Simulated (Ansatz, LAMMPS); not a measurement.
# Convergence of a linear-scaling basis for glassy 63SiO2-9CaO-11ZnO-11SrO-6Sc2O3 (mol %) (98 atoms), part 2 of 3

Wanted: errors and times of a linear-scaling basis for glassy 63SiO2-9CaO-11ZnO-11SrO-6Sc2O3 (mol %) (98 atoms). A setting counts as converged where the r.m.s. difference of forces stays under 1 % of the r.m.s. force.

Ansatz 0.2.0; Kohn-Sham DFT, PBE, PAW (set soft_2), plane waves.

The cell: 22 Si, 3 Ca, 4 Zn, 4 Sr, 4 Sc and 61 O. The quench rate of 25 K/ps far exceeds what a furnace or splat quench reaches. The network of bonds at the start is that of the classical potential that made the cell. Only the Γ point is sampled, in a cell whose shortest periodic width is 11 Å.

So far. Step 4 (Support functions low): Forces differ from the reference by 0.81 meV/Å r.m.s., 0.081 % of their size, well within a tolerance of 1 %; the energy by -4.8 meV/atom. It took roughly 4.8 times the reference's time (one timing each, with unlike analyses asked), in 16 cycles against 10.

## Step 5: Support functions medium

The cell is solved in localised support functions. Besides, the program derives a nominal cutoff of 464 eV for this run, against the reference's 420.

This step: Kohn-Sham DFT, PBE, PAW (set soft_2), localised support functions (medium) (Ansatz 0.2.0).

Contents of input.yaml:

```yaml
crystal:
  lattice:
    - [11.06175, 0.0, 0.0]
    - [0.0, 11.06175, 0.0]
    - [0.0, 0.0, 11.06175]
  atoms:
    [... the 98 atom lines of step 3 ...]
kpoints:
  mp_grid: { grid: [1, 1, 1] }
hamiltonian:
  xc: pbe
scf:
  occupations: { method: fixed }
  eigensolver: { kind: { support_functions: { accuracy: medium } } }
  max_iter: 150
output:
  forces: true
  eigenvalues: true
```

Started as:

```bash
$ ansatz run input.yaml --threads 4 --pin off --max-ram 8192MiB --backend cpu --events-out ev --progress --plain --runs-dir out
```

Log:

```text
[...]
Warning: basis.ecutwfc = 464 eV, auto-derived: no grid that the accuracy of the support functions lays serves the files at the lower one that their records recommend; a deck with other species or settings can derive another value
[...]
Crystal: 98 atoms, lattice volume = 1353.541 Å³
Basis set: ecut = 464 eV, 30839 PW (Γ), exchange–correlation on 180×180×180 points (8 copies of the dense FFT grid, shifted against one another)
Bands: 370, of which v1, the nominal top of the filled ones, is band 308 counted from 1 (307 counted from 0)
Symmetry: 1 space group operations
k-points: 1
[...]
SCF iter   1: F=—  HF=-90143.302689 eV  |F-HF|=—  |Δ(HF+E_count)|=         —  Δρ=1.03e-1  dr2=1.58e2  ethr=1.00e-1
[...]
SCF iter  16: F=—  HF=-90159.733099 eV  |F-HF|=—  |Δ(HF+E_count)|=   2.05e-3  Δρ=9.27e-6  dr2=2.34e-6  ethr=1.79e-9  κ⁻¹=1.3e-4(r=7)
SCF iter  17: F=-90159.734859 eV  HF=-90159.734860 eV  |F-HF|=7.51e-7  |Δ(HF+E_count)|=   1.76e-3  Δρ=7.17e-6  dr2=7.47e-7  ethr=3.81e-10
SCF 1 converged in 17 iterations: F = -90159.765813 eV  dr2 = 7.47e-7
[...]
SCF converged after 17 iterations
[...]
Free energy (F): -90159.765813 eV
[...]
Internal energy: -90159.765813 eV  (E = F + TS)
E sigma→0 (E₀):  -90159.765813 eV
Fermi energy:    5.109200 eV
[...]
Σ components = -90159.765813   (vs F -90159.765813, Δ=0.00e0)
--- Forces (eV/Å), atoms counted from 1 ---
  atom   1  Si     0.59602735     0.92077518    -0.84256961
  atom   2  Si     0.45219429    -3.18148276     1.42161437
  atom   3  Si    -0.88418864    -0.13568307     0.24303658
  atom   4  Si    -0.26427546     0.75216085    -1.11746097
[...]
atom  98  O     -1.05160045    -0.16835573     0.51257416
  max |Σ_I F_I| component: 5.14e-3 eV/Å
--- Band table (eV) ---
[...]
```

It took 3.3 min on 4 threads of Arm Neoverse V2, shared host; peak memory 5.3 GiB.

Keys that differ from the reference: support_functions.accuracy = "medium" and scf.max_iter = 150.

Forces differ from the reference by 0.81 meV/Å r.m.s., 0.081 % of their size, well within a tolerance of 1 %; the energy by -4.8 meV/atom. It took roughly 7.9 times the reference's time (one timing each, with unlike analyses asked), in 17 cycles against 10.

## Step 6: Support functions medium, spacing 0.33 Å

The grid spacing sets how fine a wave the support functions can hold. Besides, the program derives a nominal cutoff of 464 eV for this run, against the reference's 420.

input.yaml, the sections that differ from step 5:

```yaml
scf:
  occupations: { method: fixed }
  eigensolver: { kind: { support_functions: { accuracy: medium, spacing: 0.33 } } }
  max_iter: 150
# crystal, kpoints, hamiltonian, output: as in step 5
```

Log:

```text
[...]
Crystal: 98 atoms, lattice volume = 1353.541 Å³
Basis set: ecut = 464 eV, 30839 PW (Γ), exchange–correlation on 160×160×160 points (8 copies of the dense FFT grid, shifted against one another)
Bands: 370, of which v1, the nominal top of the filled ones, is band 308 counted from 1 (307 counted from 0)
Symmetry: 1 space group operations
k-points: 1
[...]
SCF iter   1: F=—  HF=-90138.526145 eV  |F-HF|=—  |Δ(HF+E_count)|=         —  Δρ=1.02e-1  dr2=1.55e2  ethr=1.00e-1
[...]
SCF iter  17: F=-90157.813834 eV  HF=-90157.813834 eV  |F-HF|=3.23e-8  |Δ(HF+E_count)|=   1.20e-3  Δρ=6.77e-6  dr2=7.50e-7  ethr=7.66e-10
SCF 1 converged in 17 iterations: F = -90157.835977 eV  dr2 = 7.50e-7
[...]
SCF converged after 17 iterations
[...]
Free energy (F): -90157.835977 eV
[...]
Internal energy: -90157.835977 eV  (E = F + TS)
E sigma→0 (E₀):  -90157.835977 eV
Fermi energy:    5.124896 eV
[...]
--- Forces (eV/Å), atoms counted from 1 ---
  atom   1  Si     0.60378274     0.92681163    -0.83768854
  atom   2  Si     0.42773132    -3.20552343     1.43234067
  atom   3  Si    -0.88750680    -0.14975845     0.22583670
  atom   4  Si    -0.30834728     0.76709370    -1.14164271
  atom   5  Si    -0.59448812     1.50490698     0.68952154
  atom   6  Si     0.98886875     0.19334921     0.85057727
  atom   7  Si    -0.00622810    -1.71424388     1.30470202
  atom   8  Si     0.22218024     0.73423501    -1.53812305
  atom   9  Si    -1.36537272     0.48577997    -0.77327421
  atom  10  Si     0.90773458     0.19108914    -1.55969856
  atom  11  Si    -1.57738280    -1.47551370     0.12590942
  atom  12  Si    -0.18787019    -0.40706430     1.53860298
  atom  13  Si    -0.42142049    -0.13190421    -0.82724357
  atom  14  Si    -0.71041341    -0.48951234     0.00659723
[...]
atom  97  O      0.64651727    -0.26956253    -1.65929852
  atom  98  O     -1.00601373    -0.14640536     0.57188566
  max |Σ_I F_I| component: 4.27e-1 eV/Å
--- Band table (eV) ---
[...]
```

It took 75 s on 4 threads; peak memory 2.3 GiB; 4.7 min of CPU time.

The program notes that the forces don't sum to zero within tolerance and the grid leaves an egg-box force.

Forces differ from the reference by 44 meV/Å r.m.s., 4.3 % of their size, over a tolerance of 1 %; the energy by +15 meV/atom and the gap by -0.029 eV. It took roughly 3.0 times the reference's time (one timing each, with unlike analyses asked), in 17 cycles against 10. The setting is coarser than the default on purpose.

## Step 7: Support functions medium, spacing 0.275 Å

The grid spacing sets how fine a wave the support functions can hold. Besides, the program derives a nominal cutoff of 464 eV for this run, against the reference's 420.

input.yaml, the sections that differ from step 6:

```yaml
scf:
  occupations: { method: fixed }
  eigensolver: { kind: { support_functions: { accuracy: medium, spacing: 0.275 } } }
  max_iter: 150
# crystal, kpoints, hamiltonian, output: as in step 6
```

Log:

```text
[...]
Crystal: 98 atoms, lattice volume = 1353.541 Å³
Basis set: ecut = 464 eV, 30839 PW (Γ), exchange–correlation on 160×160×160 points (8 copies of the dense FFT grid, shifted against one another)
Bands: 370, of which v1, the nominal top of the filled ones, is band 308 counted from 1 (307 counted from 0)
Symmetry: 1 space group operations
k-points: 1
[...]
SCF iter   1: F=—  HF=-90143.105566 eV  |F-HF|=—  |Δ(HF+E_count)|=         —  Δρ=1.03e-1  dr2=1.58e2  ethr=1.00e-1
[...]
SCF iter  20: F=-90160.001536 eV  HF=-90160.001537 eV  |F-HF|=1.60e-6  |Δ(HF+E_count)|=   1.22e-3  Δρ=1.15e-5  dr2=1.05e-6  ethr=4.27e-10
SCF 1 converged in 20 iterations: F = -90160.028489 eV  dr2 = 1.05e-6
[...]
SCF converged after 20 iterations
[...]
Free energy (F): -90160.028489 eV
[...]
Internal energy: -90160.028489 eV  (E = F + TS)
E sigma→0 (E₀):  -90160.028489 eV
Fermi energy:    5.109066 eV
[...]
--- Forces (eV/Å), atoms counted from 1 ---
  atom   1  Si     0.59800882     0.92382642    -0.84605579
  atom   2  Si     0.45181347    -3.18940262     1.42322347
  atom   3  Si    -0.88808720    -0.13673838     0.24706687
  atom   4  Si    -0.26962860     0.75453715    -1.12130135
  atom   5  Si    -0.59681941     1.49600154     0.67315999
  atom   6  Si     0.95131422     0.20478087     0.85600783
  atom   7  Si    -0.01029663    -1.72305368     1.31427669
  atom   8  Si     0.20170326     0.77183916    -1.51259184
  atom   9  Si    -1.38332638     0.48636362    -0.76045524
  atom  10  Si     0.88682432     0.19146833    -1.56456880
  atom  11  Si    -1.56841920    -1.47538766     0.12123364
  atom  12  Si    -0.18592212    -0.40810271     1.55275052
  atom  13  Si    -0.41980794    -0.12911847    -0.84068737
  atom  14  Si    -0.70671920    -0.49054277     0.00055758
[...]
atom  97  O      0.65220064    -0.33317588    -1.69932923
  atom  98  O     -1.05340715    -0.17118886     0.50865223
  max |Σ_I F_I| component: 2.83e-2 eV/Å
--- Band table (eV) ---
[...]
```

It took 1.9 min on 4 threads; peak memory 2.9 GiB.

Forces differ from the reference by 3.2 meV/Å r.m.s., 0.32 % of their size, within a tolerance of 1 %; the energy by -7.5 meV/atom. It took roughly 4.6 times the reference's time (one timing each, with unlike analyses asked), in 20 cycles against 10. The setting is coarser than the default on purpose.

## Step 8: With basis.ecutwfc = "550 eV" and hamiltonian.xc = "lda"

LDA has no gradient correction and tends to overbind. Changed here: basis.ecutwfc = "550 eV" and hamiltonian.xc = "lda".

This step: Kohn-Sham DFT, LDA, PAW (set soft_2), plane waves (Ansatz 0.2.0).

input.yaml, the sections that differ from step 7:

```yaml
hamiltonian:
  xc: lda
scf:
  occupations: { method: fixed }
output:
  forces: true
  stress: true
  populations: true
  dos:
    method: { smearing: { sigma: 0.15 } }
    de: 0.1
    projected: { site_lists: { Ca: [Ca], O: [O], Sc: [Sc], Si: [Si], Sr: [Sr] } }
  eigenvalues: true
basis:
  ecutwfc: "550 eV"
# crystal, kpoints: as in step 7
```

Log:

```text
[...]
Crystal: 98 atoms, lattice volume = 1353.541 Å³
Basis set: ecut = 550 eV, 39607 PW (Γ)
Bands: 406, of which v1, the nominal top of the filled ones, is band 308 counted from 1 (307 counted from 0)
Symmetry: 1 space group operations
[...]
k-points: 1
[...]
SCF iter   1: F=—  HF=-87814.541830 eV  |F-HF|=—  |Δ(HF+E_count)|=         —  Δρ=1.40e-2  dr2=2.52e0  ethr=1.77e-3  ⟨swp⟩=5.0  Hψ=1586  notcnv=0  defer=95
[...]
SCF iter  10: F=—  HF=-87813.854960 eV  |F-HF|=—  |Δ(HF+E_count)|=   7.76e-7  Δρ=5.95e-6  dr2=4.74e-7  ethr=2.65e-10  ⟨swp⟩=2.0  Hψ=533  notcnv=0  defer=93
SCF iter  11: F=-87813.854960 eV  HF=-87813.854960 eV  |F-HF|=3.78e-9  |Δ(HF+E_count)|=   1.73e-8  Δρ=2.05e-6  dr2=6.67e-8  ethr=1.62e-11  ⟨swp⟩=17.0  Hψ=2870  notcnv=0
SCF 1 converged in 11 iterations: F = -87813.854960 eV  dr2 = 6.67e-8
[...]
SCF converged after 11 iterations
Free energy (F): -87813.854960 eV
[...]
Internal energy: -87813.854960 eV  (E = F + TS)
E sigma→0 (E₀):  -87813.854960 eV
Fermi energy:    4.699371 eV
[...]
Σ components = -87813.854960   (vs F -87813.854960, Δ=0.00e0)
--- Forces (eV/Å), atoms counted from 1 ---
  atom   1  Si     0.58910886     0.89997872    -0.85169027
  atom   2  Si     0.48098067    -3.10211094     1.42095747
  atom   3  Si    -0.88170555    -0.13694773     0.29688034
  atom   4  Si    -0.24607049     0.72913985    -1.12534874
[...]
atom  98  O     -0.83010343    -0.26684887     0.38894015
  max |Σ_I F_I| component: 2.27e-4 eV/Å
--- Stress (GPa, compression-positive) ---
       -3.309283      -1.456730      -0.463958
       -1.456730      -2.059417       0.954584
       -0.463958       0.954584      -3.890931
  P = ⅓ Tr σ = -3.0865 GPa (-30.865 kbar)
--- Band table (eV) ---
[...]
--- Löwdin populations: 98 sites ---
  site symbol       q [e]
     0     Si      2.2987
     1     Si      2.3283
     2     Si      2.3807
[...]
97      O      6.7823
  spilling = 0.012352 (of n_electrons = 616.000000)
```

Wall time 34 s (4 threads); peak memory 2.5 GiB.

Forces differ from the reference by 162 meV/Å r.m.s., 16 % of their size; the pressure by -7.5 GPa and the gap by -0.16 eV.

## Step 9: What each setting buys

Differences are against the plane-wave reference (Kohn-Sham DFT, PBE, PAW (set soft_2), plane waves), whose r.m.s. force component is 1.01 eV/Å. Energies are set beside the reference only for runs with its functional, potentials and electron count. Times are for 4 threads of Arm Neoverse V2, shared host. The reference's time includes the DOS, the stress and grids, which some other runs skip.

| run | Δ force, r.m.s. (meV/Å) | share of r.m.s. force (%) | Δ energy (meV/atom) | Δ pressure (GPa) | Δ gap (eV) | cycles | time | host memory (GiB) |
| --- | --- | --- | --- | --- | --- | --- | --- | --- |
| reference | - | - | - | - | - | 10 | 25 s | 1.9 |
| support functions low | 0.815 | 0.081 | -4.79 | - | 2.0e-4 | 16 | 2 min | 3.7 |
| support functions medium | 0.81 | 0.0806 | -4.82 | - | 1.0e-4 | 17 | 3.3 min | 5.3 |
| support functions medium, spacing 0.33 Å | 43.7 | 4.35 | 14.9 | - | -0.0286 | 17 | 75 s | 2.3 |
| support functions medium, spacing 0.275 Å | 3.21 | 0.320 | -7.50 | - | 3.0e-4 | 20 | 1.9 min | 2.9 |
| basis.ecutwfc = "550 eV" and hamiltonian.xc = "lda" | 162 | 16.1 | - | -7.46 | -0.159 | 11 | 34 s | 2.5 |

## Step 10: What the reference run shows

The comparisons rest on this run, so its electronic structure is set out here.

Neighbours are counted within 2.08 Å (O-Si), 2.76 Å (O-Sc), 3.12 Å (O-Sr), 2.38 Å (O-Zn), 2.83 Å (O-Ca).

Length of the force by element and coordination:

| element | coordination | atoms | mean length of the force (eV/Å) | spread | least | most |
| --- | --- | --- | --- | --- | --- | --- |
| Ca | all | 3 | 0.843 | 0.285 | 0.473 | 1.17 |
| Ca | 5 | 2 | 0.681 | 0.207 | 0.473 | 0.888 |
| Ca | 6 | 1 | 1.17 | 0 | 1.17 | 1.17 |
| O | all | 61 | 1.70 | 0.720 | 0.188 | 3.66 |
| O | 2 | 28 | 1.42 | 0.690 | 0.457 | 3.66 |
| O | 3 | 28 | 1.94 | 0.664 | 0.188 | 2.96 |
| O | 4 | 5 | 1.94 | 0.596 | 0.785 | 2.47 |
| Sc | all | 4 | 1.45 | 0.562 | 0.659 | 2.24 |
| Sc | 4 | 1 | 0.659 | 0 | 0.659 | 0.659 |
| Sc | 5 | 2 | 1.79 | 0.445 | 1.35 | 2.24 |
| Sc | 6 | 1 | 1.55 | 0 | 1.55 | 1.55 |
| Si | all | 22 | 1.71 | 0.595 | 0.858 | 3.51 |
| Sr | all | 4 | 0.814 | 0.352 | 0.557 | 1.42 |
| Sr | 4 | 2 | 0.640 | 0.0245 | 0.616 | 0.665 |
| Sr | 6 | 1 | 0.557 | 0 | 0.557 | 0.557 |
| Sr | 7 | 1 | 1.42 | 0 | 1.42 | 1.42 |
| Zn | all | 4 | 0.625 | 0.260 | 0.307 | 1.02 |
| Zn | 3 | 1 | 0.661 | 0 | 0.661 | 0.661 |
| Zn | 4 | 3 | 0.613 | 0.299 | 0.307 | 1.02 |

Löwdin charges by element and coordination (they lack the spilled electrons, 0.075 e an atom on average):

| element | coordination | atoms | mean charge (e) | spread | least | most |
| --- | --- | --- | --- | --- | --- | --- |
| Ca | all | 3 | 1.76 | 0.0083 | 1.75 | 1.77 |
| Ca | 5 | 2 | 1.75 | 0.0021 | 1.75 | 1.76 |
| Ca | 6 | 1 | 1.77 | 0 | 1.77 | 1.77 |
| O | all | 61 | -0.881 | 0.0958 | -1.26 | -0.775 |
| O | 2 | 28 | -0.820 | 0.0488 | -0.995 | -0.775 |
| O | 3 | 28 | -0.927 | 0.0999 | -1.26 | -0.795 |
| O | 4 | 5 | -0.966 | 0.0585 | -1.05 | -0.907 |
| Sc | all | 4 | 1.28 | 0.0254 | 1.26 | 1.32 |
| Sc | 4 | 1 | 1.28 | 0 | 1.28 | 1.28 |
| Sc | 5 | 2 | 1.29 | 0.0306 | 1.26 | 1.32 |
| Sc | 6 | 1 | 1.26 | 0 | 1.26 | 1.26 |
| Si | all | 22 | 1.71 | 0.0378 | 1.65 | 1.78 |
| Sr | all | 4 | 1.78 | 0.0107 | 1.77 | 1.80 |
| Sr | 4 | 2 | 1.79 | 0.0061 | 1.79 | 1.80 |
| Sr | 6 | 1 | 1.78 | 0 | 1.78 | 1.78 |
| Sr | 7 | 1 | 1.77 | 0 | 1.77 | 1.77 |
| Zn | all | 4 | 1.48 | 0.0241 | 1.46 | 1.51 |
| Zn | 3 | 1 | 1.46 | 0 | 1.46 | 1.46 |
| Zn | 4 | 3 | 1.49 | 0.0232 | 1.46 | 1.51 |

States in the cell by windows of 1 eV, zero at the Fermi level; the larger projections on atomic orbitals stand beside the total:

| from (eV) | to (eV) | total | O p | Sc d | Si p |
| --- | --- | --- | --- | --- | --- |
| -14 | -11 | 0.0 | 0.0 | 0.0 | 0.0 |
| -11 | -10 | 0.1 | 0.0 | 0.0 | 0.0 |
| -10 | -9 | 11.9 | 8.0 | 0.0 | 0.7 |
| -9 | -8 | 12.0 | 8.2 | 0.0 | 1.0 |
| -8 | -7 | 17.3 | 12.3 | 0.1 | 2.2 |
| -7 | -6 | 32.5 | 21.2 | 0.2 | 4.5 |
| -6 | -5 | 55.1 | 26.9 | 0.8 | 3.2 |
| -5 | -4 | 57.3 | 40.9 | 0.9 | 3.4 |
| -4 | -3 | 66.7 | 57.4 | 1.4 | 2.3 |
| -3 | -2 | 75.7 | 68.6 | 1.0 | 1.6 |
| -2 | -1 | 62.2 | 57.9 | 0.5 | 0.7 |
| -1 | 0 | 14.6 | 13.6 | 0.1 | 0.2 |
| 0 | 1 | 0.7 | 0.6 | 0.0 | 0.0 |
| 1 | 2 | 0.0 | 0.0 | 0.0 | 0.0 |
| 2 | 3 | 2.7 | 0.2 | 0.6 | 0.0 |
| 3 | 4 | 20.2 | 1.6 | 13.2 | 0.4 |
| 4 | 5 | 31.1 | 2.6 | 11.7 | 1.1 |

The curve was stored every 0.100 eV, coarse against its broadening of 0.08 eV, so these counts are rough.

With fixed occupations the program's Fermi level is the highest filled level; weight inside the gap is the broadening of levels at its edges.

Between -26 and -14 eV lie 164 more states.

Not all projections were asked for or kept, so they needn't add up to the total.

The levels nearest the highest filled one (over half full), pooled over k-points and spins:

| level less the highest filled one (eV) | occupation |
| --- | --- |
| -0.854 | 2 |
| -0.722 | 2 |
| -0.683 | 2 |
| -0.635 | 2 |
| -0.214 | 2 |
| 0 | 2 |
| 2.62 | 0 |
| 3.05 | 0 |
| 3.20 | 0 |
| 3.34 | 0 |
| 3.47 | 0 |
| 3.53 | 0 |

Electrostatic potential energy in the ac plane at fractional y = 0.314, with atoms of Si and Ca and Zn and O within 0.2 Å of it. With pseudopotentials it is smooth inside the atoms' cores, unlike the true potential.

Values in eV, 13 rows by 16 columns, each cell a mean:
```
 11  11   2 -29  -4   9   9 -16 -30   2   8   2   0 -21 -11   7
 10  11  11  10  10   7   7   0 -10  -2   4   6   8   5   1   0
 -3   9  11  11  10   9   9  10   7   4   7  10  11   9  -5 -20
-19   7  11  11  10   6  -4  10  11  10  10  11  11   6 -19 -38
  0   9  10   9   2 -18 -14   7  11  11  10  10  11   8   2  -7
  7  10  10   8  -7 -37 -31   2  10  10  10  10  10   7   4   5
  6   9   9   9   5  -4  -1   6   6   4   7   5   7  -8 -27 -12
  5  -1   4   8   9   9  10   7 -17 -30  -6   8   6 -15 -36 -19
  7 -14  -3   7   9  10  10   8 -13 -24  -3   8   8   4  -1   4
 11  10   7   0 -12   7  11  10   8   4   9  11  10  10   9  10
 10  10   8  -8 -31   1  11   8   1   0   9  11  11  11  10  10
 10  10   6   0   2   9   9   4 -14  -8   8  10   9   8   8   9
 10  11   6 -12   2  10  10   7   2   5   9   9   3 -11  -6   7
```
Columns run along a (11.1 Å; values clipped at the 3rd and 97th percentile), rows up along c (11.1 Å). Atoms in or near the plane, at fractional coordinates: Si at (0.36, 0.58), Si at (0.96, 0.73), Ca at (0.90, 0.44), Zn at (0.57, 0.38), O at (0.27, 0.21), O at (0.22, 0.97), O at (0.50, 0.94).

Valence density in the ac plane at fractional y = 0.314, with atoms of Si and Ca and Zn and O within 0.2 Å of it. It is the smooth field of the valence electrons, not physical close to the nuclei.

Ten steps, logarithmic in the rise over the least value, from '0' (0 e/Å³) to '9' (21 e/Å³), each cell a mean:
```
0000257752000246642112322112210
0000135531001357752123432112221
1000012210000235532112321112333
2000000000000011211111110012443
2100000000000000001000000002333
1110000000122210001100000111211
1110000001244310011100001222111
3210000001244310001100001222222
3210001111233210000000000111123
3210011222101110000000000000012
1100001222112221000011110000111
0000000111112222100113321123321
0000000000111221111122321146653
1122210000000011366421110256763
1245421000000002599621000135542
1355421000000001477420000001110
0133321111000000123210000000000
0011112444200000122210000000000
0000013676410000133320000000000
0000013676310001233210000000000
0000012343100002332110000000000
0000011211000002332100000011110
0000123321000001221000000123310
0000145542000123321000111123320
```
Columns run along a (11.1 Å), rows up along c (11.1 Å). Atoms in or near the plane, at fractional coordinates: Si at (0.36, 0.58), Si at (0.96, 0.73), Ca at (0.90, 0.44), Zn at (0.57, 0.38), O at (0.27, 0.21), O at (0.22, 0.97), O at (0.50, 0.94).

Mean Löwdin charges: Ca +1.76, O -0.88, Sc +1.28, Si +1.71, Sr +1.78, Zn +1.48 e (they miss 1.2 % of the electrons, so they add up to more than the cell's charge).

[end of part 2 of 3]

[Long decimals in the printed logs are rounded to 6 places.]

[Logs are printed without paths, hosts, clocks, repeated set-up lines and the standing remarks that a program may print on its own settings, such as how far it seeks lower states.]

[Hosts, paths, dates, database ids (printed as entryN), source tags and the programs' standing remarks are cut or masked in the printed files.]
